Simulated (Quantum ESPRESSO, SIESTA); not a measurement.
# Deformation of the band gap of monoclinic HfO2 under volume change, QE, PBE

Calculated with Quantum ESPRESSO 7.5: PBE; plane waves, GBRV 1.5 ultrasoft, 50/300 Ry; k-mesh 4×4×4. The volume is changed from typed lattice constants. Shape and atoms were relaxed at QE, PBE at each point. The gap is that between the highest filled and lowest empty Kohn-Sham level on the mesh.

| volume change (%) | gap on the mesh (eV) |
| --- | --- |
| -8 | 4.672 |
| -6 | 4.474 |
| -4 | 4.229 |
| -2 | 4.077 |
| 0 | 4.053 |
| +2 | 4.032 |
| +4 | ? |

Task: Fit a second-order form in the logarithmic strain to the rows given and extrapolate to the withheld row.

Worked fit:

With u = ln[(1 + ε)/(1 + ε0)], counted from the row at ε0 = +0 % where y0 = 4.053, a second-order form y = y0 + a u + b u² makes v = (y − y0)/u a line in u.

| u | v |
| --- | --- |
| -0.0833816 | -7.42370 |
| -0.0618754 | -6.80400 |
| -0.0408220 | -4.31140 |
| -0.0202027 | -1.18796 |
| 0.0198026 | -1.06047 |

With n = 5: mean u = -0.0372958, mean v = -4.15750, Σ(u − ū)² = 0.0062929, Σ(u − ū)(v − v̄) = 0.44371. Slope b = 0.44371 / 0.0062929 = 70.510; intercept a = v̄ − b ū = -1.5278.

At the withheld row u = 0.03922, v = a + b u = 1.238, and y = y0 + u v.

Prediction at +4: 4.102 eV. The run gave 4.075 eV, so the fit is high by 0.027 eV (0.65 % of the value).

The first-order term, -1.53 eV per unit of ln V, is the slope of the fitted parabola at ε0; it is a deformation potential only where one valley holds the gap over the whole range, and a kink or a flat stretch in the table makes it differ from the local slope. The second-order term makes up 223 % of v at the withheld row. Among the rows given, the largest miss of the fit is at -6, by 0.057 eV (8.8 % of the range of the table).

Limits: The nuclei are static. The DFT runs use Fermi–Dirac occupations of width 0.01 eV, and energies are free energies. The mesh holds the band edges only if they lie on it, and semilocal functionals put gaps under measured ones. The rows don't follow a smooth parabola (r.m.s. departure 3.5 % of their range), so v is no line in u and the first-order term is poorly fixed; a kink, the k-mesh or scatter of the relaxations can each do this.

[Hosts, paths, dates, database ids (printed as entryN), source tags and the programs' standing remarks are cut or masked in the printed files.]
